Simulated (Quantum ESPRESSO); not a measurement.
# NiI2: energy against a fixed spin moment

How stiff is the total moment of NiI2, and does E(M) have further minima?

Method: LDA with U = 6 eV on Ni d (ortho-atomic projectors); plane waves with GBRV 1.5 LDA potentials, no spin-orbit coupling, in Quantum ESPRESSO 7.5.

The database entry behind the starting cell differs from later determinations by our own check (c about 0.7 % short), so it need not match the best structure at ambient conditions.

## (1) The starting structure

The structure is trigonal, space group R-3m (No. 166). The conventional cell has a = 3.903 Å, b = 3.903 Å, c = 19.670 Å, α = 90.00°, β = 90.00°, γ = 120.00°. Nearest to Ni lie 6 I at 2.79 Å. Nearest to I lie 3 Ni at 2.79 Å. Farther neighbours and most contacts between anions are not listed.

The cell comes from the Crystallography Open Database.

## (2) No moment imposed

pw.in reads:

```
&CONTROL
  calculation = 'scf'
  prefix = 'pwscf'
  outdir = './tmp'
  pseudo_dir = './pseudo'
  disk_io = 'nowf'
/
&SYSTEM
  ibrav = 0
  celldm(1) = 8
  nat = 3
  ntyp = 2
  ecutwfc = 40
  ecutrho = 280
  nbnd = 25
  occupations = 'smearing'
  smearing = 'fd'
  degauss = 0.00734986
  nspin = 2
  starting_magnetization(1) = 0.1111
  starting_magnetization(2) = 0
/
&ELECTRONS
  conv_thr = 6d-09
  electron_maxstep = 150
  mixing_beta = 0.3
/
ATOMIC_SPECIES
Ni     58.6934 ni_lda_v1.4.uspp.F.UPF
I     126.9045 i_lda_v1.uspp.F.UPF
CELL_PARAMETERS alat
   0.4609750665259    0.2661440787429    1.5487880363157
  -0.4609750665259    0.2661440787429    1.5487880363157
   0.0000000000000   -0.5322881574857    1.5487880363157
ATOMIC_POSITIONS crystal
Ni      0.0000000000    0.0000000000    0.0000000000
I       0.2500000000    0.2500000000    0.2500000000
I       0.7500000000    0.7500000000    0.7500000000
K_POINTS automatic
6 6 6 0 0 0
HUBBARD {ortho-atomic}
U Ni-3d 6.0000
```

The run is started by

```sh
$ OMP_NUM_THREADS=1 mpirun -n 2 pw.x -nk 2 -in pw.in > pw.out
```

The runs that follow: moment fixed at 0 μB; moment fixed at 0.269 μB; moment fixed at 0.539 μB; the curve.

Q: Predict the energy at zero total moment.

At zero total moment the site moments vanish, so the 1080 meV a cell is the energy of forming them, the change of the Hubbard energy included. The points show one minimum alone. The free run has a whole-number moment, and the slope goes from -341 to 1578 meV/μB between its neighbours: a kink, as where a spin channel has a gap, so no stiffness is given.

| Item | Value |
| --- | --- |
| moment of the free run | 2.00 μB a cell |
| energy at zero total moment | 1080 meV a cell over the lowest |

The cell holds one seeded atom, so opposed orders, which may lie lower, cannot form in it. Energies are free energies at an electronic temperature of 1160 K, which lowers moments and differences where the moments are itinerant.

[Logs and program files are shortened in this print: banners, set-up blocks, solver, clock and traceback lines can be left out without a mark of their own.]

[Logs are printed without paths, hosts, clocks, repeated set-up lines and the standing remarks that a program may print on its own settings, such as how far it seeks lower states.]

[Hosts, paths, dates, database ids (printed as entryN), source tags and the programs' standing remarks are cut or masked in the printed files.]

[Where a cell is said to come from a database of computed structures, the database is the Materials Project.]
